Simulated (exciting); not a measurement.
**Electron–core-hole interaction in the F K spectrum of NaAsF6**

Aim: the F K absorption edge of NaAsF6 with the electron–hole interaction treated explicitly, and what each term of the kernel does.

Main program and level: exciting sodium; X-ray absorption, core-level Bethe-Salpeter equation, exchange and statically screened direct term, Tamm-Dancoff, all-electron LAPW+lo LDA.

Most raw output is cut from this account.

## Step 1: Starting point

It takes space group R-3 (No. 148, trigonal). Conventional cell: a = 5.097 Å, b = 5.097 Å, c = 14.122 Å, α = 90.00°, β = 90.00°, γ = 120.00°. Nearest to As lie 6 F at 1.74 Å. Nearest to Na lie 6 F at 2.28 Å. Nearest to F lie 1 As at 1.74 Å and 1 Na at 2.28 Å. Farther neighbours and most contacts between anions are not listed.

Structure file:

```cif
data_structure
_symmetry_space_group_name_H-M 'P 1'
_symmetry_Int_Tables_number 1
_cell_length_a 5.5513
_cell_length_b 5.5513
_cell_length_c 5.5513
_cell_angle_alpha 54.651
_cell_angle_beta 54.651
_cell_angle_gamma 54.651
_cell_volume 105.89
loop_
_atom_site_label
_atom_site_type_symbol
_atom_site_fract_x
_atom_site_fract_y
_atom_site_fract_z
_atom_site_occupancy
As1 As 0.00000 0.00000 0.00000 1
Na2 Na 0.50000 0.50000 0.50000 1
F3 F 0.34813 0.79001 0.07607 1
F4 F 0.07607 0.34813 0.79001 1
F5 F 0.79001 0.07607 0.34813 1
F6 F 0.65187 0.20999 0.92393 1
F7 F 0.92393 0.65187 0.20999 1
F8 F 0.20999 0.92393 0.65187 1
```

Differences between curves are given as r.m.s. difference over r.m.s. height.

## Step 2: Ground state

The species files are the program's own, with muffin-tin radii set in the input.

Input file input.xml:

```
<input>
  <title>NaAsF6</title>
  <structure speciespath="." autormt="false" epslat="1.0e-5">
    <crystal>
      <basevect>4.8156212568 2.7803002290 8.8954975174</basevect>
      <basevect>-4.8156212568 2.7803002290 8.8954975174</basevect>
      <basevect>0.0000000000 -5.5606004579 8.8954975174</basevect>
    </crystal>
    <species speciesfile="As.xml" rmt="1.853">
      <atom coord="0.0000000000 0.0000000000 0.0000000000"/>
    </species>
    <species speciesfile="Na.xml" rmt="1.948">
      <atom coord="0.5000000000 0.5000000000 0.5000000000"/>
    </species>
    <species speciesfile="F.xml" rmt="1.343">
      <atom coord="0.3481305100 0.7900122800 0.0760717400"/>
      <atom coord="0.0760717400 0.3481305100 0.7900122800"/>
      <atom coord="0.7900122800 0.0760717400 0.3481305100"/>
      <atom coord="0.6518694900 0.2099877200 0.9239282600"/>
      <atom coord="0.9239282600 0.6518694900 0.2099877200"/>
      <atom coord="0.2099877200 0.9239282600 0.6518694900"/>
    </species>
  </structure>
  <groundstate do="fromscratch" xctype="LDA_PW" ngridk="3 3 3" rgkmax="6.5" gmaxvr="14" nempty="8" swidth="0.001" maxscl="100" epsengy="1e-5"/>
</input>
```

Run with:

```
> OMP_NUM_THREADS=1 mpirun -n 4 exciting
```

Wall time 3.4 min (4 MPI ranks of Arm Neoverse V2, shared host).

The warnings file holds hints only, no warning.

The mesh shows a gap of 5.49 eV. Core levels (Dirac, from the valence top):

```csv
atom,level,energy (eV)
As,2s1/2,-1477.5
As,2p1/2,-1320.8
As,2p3/2,-1284.3
As,3s1/2,-183.4
As,3p1/2,-130.8
As,3p3/2,-125.7
Na,1s1/2,-1017.4
F,1s1/2,-647.4
```

## Step 3: A richer basis for the empty states

Each species file gets more local orbitals, built from u and its energy derivative at 0.15 Ha and u at 0.9 Ha.

input.xml is that of step 2.

Input file SPECIES.xml, added lines:

```
<lo l="L">  <!-- L = 0, 1, 2 -->
  <wf matchingOrder="0" trialEnergy="0.1500" searchE="false"/>
  <wf matchingOrder="1" trialEnergy="0.1500" searchE="false"/>
  <wf matchingOrder="0" trialEnergy="0.9000" searchE="false"/>
</lo>
```

Run with:

```
> OMP_NUM_THREADS=1 mpirun -n 4 exciting
```

It took 4 min on 4 MPI ranks.

Against the first ground state the total energy moves by -17 meV an atom and the gap by 0.01 eV.

## Step 4: Screening, kernels and BSE for F atom 3

The absorber has 1 As at 1.74 Å (terminal, site symmetry 1).

input.xml: that of step 3 with these lines changed.

```diff
@@ -23,3 +23,20 @@
   </structure>
-  <groundstate do="fromscratch" xctype="LDA_PW" ngridk="3 3 3" rgkmax="6.5" gmaxvr="14" nempty="8" swidth="0.001" maxscl="100" epsengy="1e-5"/>
+  <groundstate do="skip" xctype="LDA_PW" ngridk="3 3 3" rgkmax="6.5" gmaxvr="14" nempty="8" swidth="0.001" maxscl="100" epsengy="1e-5"/>
+  <xs xstype="BSE" ngridk="3 3 3" ngridq="3 3 3" vkloff="0.097 0.273 0.493" rgkmax="6.5" nempty="40" gqmax="3" lmaxapwwf="5" lmaxemat="2" broad="0.01654" tevout="true">
+    <energywindow intv="23.546 25.163" points="439"/>
+    <screening screentype="full" nempty="67"/>
+    <BSE xas="true" xasspecies="3" xasatom="1" xasedge="K" bsetype="singlet" nstlxas="1 36"/>
+    <qpointset>
+      <qpoint>0 0 0</qpoint>
+    </qpointset>
+    <plan>
+      <doonly task="xsgeneigvec"/>
+      <doonly task="writepmatxs"/>
+      <doonly task="scrgeneigvec"/>
+      <doonly task="scrwritepmat"/>
+      <doonly task="screen"/>
+      <doonly task="scrcoulint"/>
+      <doonly task="exccoulint"/>
+    </plan>
+  </xs>
 </input>
```

Input file input.xml for the last start (plan only):

```
  <plan>
    <doonly task="bse"/>
  </plan>
```

Run with:

```
> OMP_NUM_THREADS=1 mpirun -n 4 exciting
> OMP_NUM_THREADS=4 exciting
```

It took 19 min on 4 MPI ranks.

Wall time by task: xsgeneigvec 36 s, writepmatxs 6.8 s, scrgeneigvec 36 s, scrwritepmat 7.1 s, screen 5.8 min, scrcoulint 6.3 min, exccoulint 5.3 min, bse 4.9 s.

The F K spectrum of F atom 3 (energy from the Kohn–Sham onset, core level to the lowest empty state found on the meshes used, 652.72 eV; the ground-state mesh sets it, and the shifted mesh has its lowest transition 0.17 eV above it; Im ε scaled to the maximum of the singlet run; cut below the end of the band set):

```csv
E (eV),isotropic,ε ⊥ c,ε ∥ c
-8.0,0.02,0.02,0.02
-7.5,0.02,0.02,0.02
-7.0,0.03,0.03,0.03
-6.5,0.05,0.05,0.05
-6.0,0.07,0.07,0.07
-5.5,0.14,0.14,0.14
-5.0,0.34,0.34,0.34
-4.5,0.88,0.88,0.88
-4.0,0.52,0.52,0.52
-3.5,0.20,0.20,0.20
-3.0,0.10,0.10,0.10
-2.5,0.07,0.07,0.07
-2.0,0.06,0.06,0.06
-1.5,0.06,0.06,0.07
-1.0,0.09,0.08,0.09
-0.5,0.09,0.09,0.10
0.0,0.10,0.09,0.10
0.5,0.14,0.14,0.15
1.0,0.28,0.28,0.29
1.5,0.72,0.70,0.77
2.0,0.94,0.92,0.97
2.5,0.51,0.52,0.49
3.0,0.36,0.37,0.33
3.5,0.36,0.36,0.34
4.0,0.36,0.37,0.35
4.5,0.36,0.37,0.33
5.0,0.34,0.35,0.30
5.5,0.38,0.39,0.37
6.0,0.41,0.39,0.44
6.5,0.36,0.35,0.37
7.0,0.31,0.32,0.31
7.5,0.29,0.29,0.28
8.0,0.26,0.26,0.28
8.5,0.21,0.21,0.22
9.0,0.18,0.17,0.19
9.5,0.15,0.14,0.16
10.0,0.13,0.12,0.14
10.5,0.12,0.11,0.14
11.0,0.11,0.10,0.13
11.5,0.11,0.10,0.13
12.0,0.11,0.11,0.11
12.5,0.12,0.12,0.11
13.0,0.14,0.14,0.14
13.5,0.14,0.14,0.14
14.0,0.12,0.13,0.11
14.5,0.12,0.12,0.10
15.0,0.11,0.12,0.09
15.5,0.11,0.12,0.08
16.0,0.11,0.12,0.09
16.5,0.13,0.14,0.11
17.0,0.14,0.13,0.14
17.5,0.15,0.13,0.19
18.0,0.15,0.13,0.18
18.5,0.13,0.12,0.16
19.0,0.12,0.11,0.13
19.5,0.11,0.11,0.12
20.0,0.11,0.10,0.12
20.5,0.09,0.09,0.10
21.0,0.08,0.08,0.09
```

Maxima (height): -4.4 eV (0.92), 1.8 eV (1.00), 6.0 eV (0.41) and 17.8 eV (0.15).

The Hamiltonian has 1944 rows. The lowest groups of eigenvalues and the brightest ones, on the scale above (the program counts from the shifted mesh's onset, 0.17 eV higher). Core spinors bring spin-forbidden partners, so dark means forbidden by spin or by symmetry, and the shifted mesh splits states that symmetry would keep together:

```csv
energy (eV),states within 10 meV,relative strength
-4.459,1,dark
-4.403,1,1.00
-1.087,2,0.013
-0.907,2,0.011
-0.833,2,0.010
-0.720,2,0.0025
1.459,2,0.071
1.764,2,0.39
1.786,1,0.40
2.166,1,0.36
3.163,2,0.10
5.676,2,0.032
```

## Step 5: Independent particles

input.xml: that of step 4 with these lines changed.

```diff
@@ -27,3 +27,3 @@
     <screening screentype="full" nempty="67"/>
-    <BSE xas="true" xasspecies="3" xasatom="1" xasedge="K" bsetype="singlet" nstlxas="1 36"/>
+    <BSE xas="true" xasspecies="3" xasatom="1" xasedge="K" bsetype="IP" nstlxas="1 36"/>
     <qpointset>
@@ -32,9 +32,3 @@
     <plan>
-      <doonly task="xsgeneigvec"/>
-      <doonly task="writepmatxs"/>
-      <doonly task="scrgeneigvec"/>
-      <doonly task="scrwritepmat"/>
-      <doonly task="screen"/>
-      <doonly task="scrcoulint"/>
-      <doonly task="exccoulint"/>
+      <doonly task="bse"/>
     </plan>
```

Run with:

```
> OMP_NUM_THREADS=4 exciting
```

Elapsed: 1.5 s, on 4 threads.

Maxima (height): 0.8 eV (0.47), 6.4 eV (0.48), 8.3 eV (0.52), 9.9 eV (0.50) and 11.8 eV (0.30); 2 lower ones aren't listed. Against the singlet run the r.m.s. difference is 87 %. Moving the earlier curve by +5.1 eV leaves 44 %. The highest maximum lies at 8.3 eV (0.52), against 1.8 eV (1.00).

## Step 6: Exchange alone

input.xml: that of step 5 with these lines changed.

```diff
@@ -27,3 +27,3 @@
     <screening screentype="full" nempty="67"/>
-    <BSE xas="true" xasspecies="3" xasatom="1" xasedge="K" bsetype="IP" nstlxas="1 36"/>
+    <BSE xas="true" xasspecies="3" xasatom="1" xasedge="K" bsetype="RPA" nstlxas="1 36"/>
     <qpointset>
```

Run with:

```
> OMP_NUM_THREADS=4 exciting
```

Run time: 6 s. Hardware: 4 threads.

Maxima (height): 0.9 eV (0.46), 6.5 eV (0.47), 8.3 eV (0.52), 9.9 eV (0.50) and 11.8 eV (0.30); 2 lower ones aren't listed. The spectrum differs from the independent-particle run by 2 % r.m.s.

## Step 7: Local-field cutoff

Changed against the first singlet run: cutoff of the kernels (bohr⁻¹) from 3 to 1.5.

input.xml: that of step 6 with these lines changed.

```diff
@@ -24,6 +24,6 @@
   <groundstate do="skip" xctype="LDA_PW" ngridk="3 3 3" rgkmax="6.5" gmaxvr="14" nempty="8" swidth="0.001" maxscl="100" epsengy="1e-5"/>
-  <xs xstype="BSE" ngridk="3 3 3" ngridq="3 3 3" vkloff="0.097 0.273 0.493" rgkmax="6.5" nempty="40" gqmax="3" lmaxapwwf="5" lmaxemat="2" broad="0.01654" tevout="true">
+  <xs xstype="BSE" ngridk="3 3 3" ngridq="3 3 3" vkloff="0.097 0.273 0.493" rgkmax="6.5" nempty="40" gqmax="1.5" lmaxapwwf="5" lmaxemat="2" broad="0.01654" tevout="true">
     <energywindow intv="23.546 25.163" points="439"/>
     <screening screentype="full" nempty="67"/>
-    <BSE xas="true" xasspecies="3" xasatom="1" xasedge="K" bsetype="RPA" nstlxas="1 36"/>
+    <BSE xas="true" xasspecies="3" xasatom="1" xasedge="K" bsetype="singlet" nstlxas="1 36"/>
     <qpointset>
@@ -32,3 +32,6 @@
     <plan>
-      <doonly task="bse"/>
+      <doonly task="xsgeneigvec"/>
+      <doonly task="screen"/>
+      <doonly task="scrcoulint"/>
+      <doonly task="exccoulint"/>
     </plan>
```

Input file input.xml for the last start (plan only):

```
  <plan>
    <doonly task="bse"/>
  </plan>
```

Run with:

```
> OMP_NUM_THREADS=1 mpirun -n 4 exciting
> OMP_NUM_THREADS=4 exciting
```

It took 6.8 min on 4 MPI ranks.

Wall time by task: xsgeneigvec 36 s, screen 2.6 min, scrcoulint 2.7 min, exccoulint 46 s, bse 4.7 s.

These settings are cheaper. The spectrum differs from the singlet run by 18 % r.m.s. Moving the earlier curve by +0.2 eV leaves 9 %. The first bright state moves from -4.40 to -4.19 eV. The kernels miss the short-range part of the Coulomb interaction, its components above their cutoff.

```csv
E (eV),first run,this run
-8.0,0.02,0.02
-7.0,0.03,0.03
-6.0,0.07,0.06
-5.0,0.34,0.21
-4.0,0.52,0.76
-3.0,0.10,0.13
-2.0,0.06,0.06
-1.0,0.09,0.09
0.0,0.10,0.09
1.0,0.28,0.24
2.0,0.94,0.97
3.0,0.36,0.38
4.0,0.36,0.39
5.0,0.34,0.36
6.0,0.41,0.43
7.0,0.31,0.34
8.0,0.26,0.28
9.0,0.18,0.18
10.0,0.13,0.13
11.0,0.11,0.11
12.0,0.11,0.11
13.0,0.14,0.14
14.0,0.12,0.13
15.0,0.11,0.11
16.0,0.11,0.11
17.0,0.14,0.13
18.0,0.15,0.14
19.0,0.12,0.11
20.0,0.11,0.11
21.0,0.08,0.08
```

## Step 8: From independent particles to the full kernel

```csv
level,curve passes 0.15 (eV),highest maximum (eV),its height
IP,0.1,8.3,0.52
RPA,0.1,8.3,0.52
singlet,-5.4,1.8,1.00
```

```csv
E (eV),IP,RPA,singlet
-8.0,0.00,0.00,0.02
-7.0,0.00,0.00,0.03
-6.0,0.01,0.01,0.07
-5.0,0.01,0.01,0.34
-4.0,0.01,0.01,0.52
-3.0,0.01,0.01,0.10
-2.0,0.02,0.02,0.06
-1.0,0.04,0.04,0.09
0.0,0.14,0.13,0.10
1.0,0.43,0.44,0.28
2.0,0.09,0.09,0.94
3.0,0.05,0.05,0.36
4.0,0.09,0.09,0.36
5.0,0.23,0.22,0.34
6.0,0.40,0.39,0.41
7.0,0.43,0.42,0.31
8.0,0.47,0.47,0.26
9.0,0.48,0.48,0.18
10.0,0.50,0.50,0.13
11.0,0.31,0.31,0.11
12.0,0.29,0.29,0.11
13.0,0.24,0.25,0.14
14.0,0.18,0.19,0.12
15.0,0.23,0.23,0.11
16.0,0.21,0.21,0.11
17.0,0.16,0.16,0.14
18.0,0.16,0.16,0.15
19.0,0.18,0.18,0.12
20.0,0.21,0.21,0.11
21.0,0.21,0.21,0.08
```

## Step 9: Summary of results

```
absorber and edge   : F K, atom 3
surroundings        : 1 As at 1.74 Å (terminal, site symmetry 1)
first bright state  : -4.40 eV from the Kohn–Sham onset, on this mesh
highest maximum     : 1.8 eV
cost of the BSE run : 19 min on 4 MPI ranks of Arm Neoverse V2, shared host; the last task ran on as many threads
```

What this shows: Is a core exciton bound? Yes on this mesh: the first bright state (over 5 % of the brightest) lies at -4.40 eV from the Kohn–Sham onset and at -4.57 eV from the lowest bare transition of its own mesh; weaker or dark states reach down to -4.46 eV. Exchange alone changes the independent-particle spectrum by 2 % r.m.s. A mesh of 27 points doesn't converge binding energies, and fine structure above the first lines is partly noise of the mesh. Exchange and the short-range direct term aren't converged in the kernel cutoff. The zero comes from the unshifted 3×3×3 ground-state mesh; it is exact only where the band minimum lies on that mesh. The Kohn–Sham onset, 653 eV, is no photon energy: the scale needs a rigid shift. No quasiparticle correction widens the gap or stretches the bands. Vibrations and energy-dependent lifetimes are left out. The structure is a Materials Project entry, computed there, and may be a hypothetical form.

[Logs are printed without paths, hosts, clocks, repeated set-up lines and the standing remarks that a program may print on its own settings, such as how far it seeks lower states.]

[Hosts, paths, dates, database ids (printed as entryN), source tags and the programs' standing remarks are cut or masked in the printed files.]
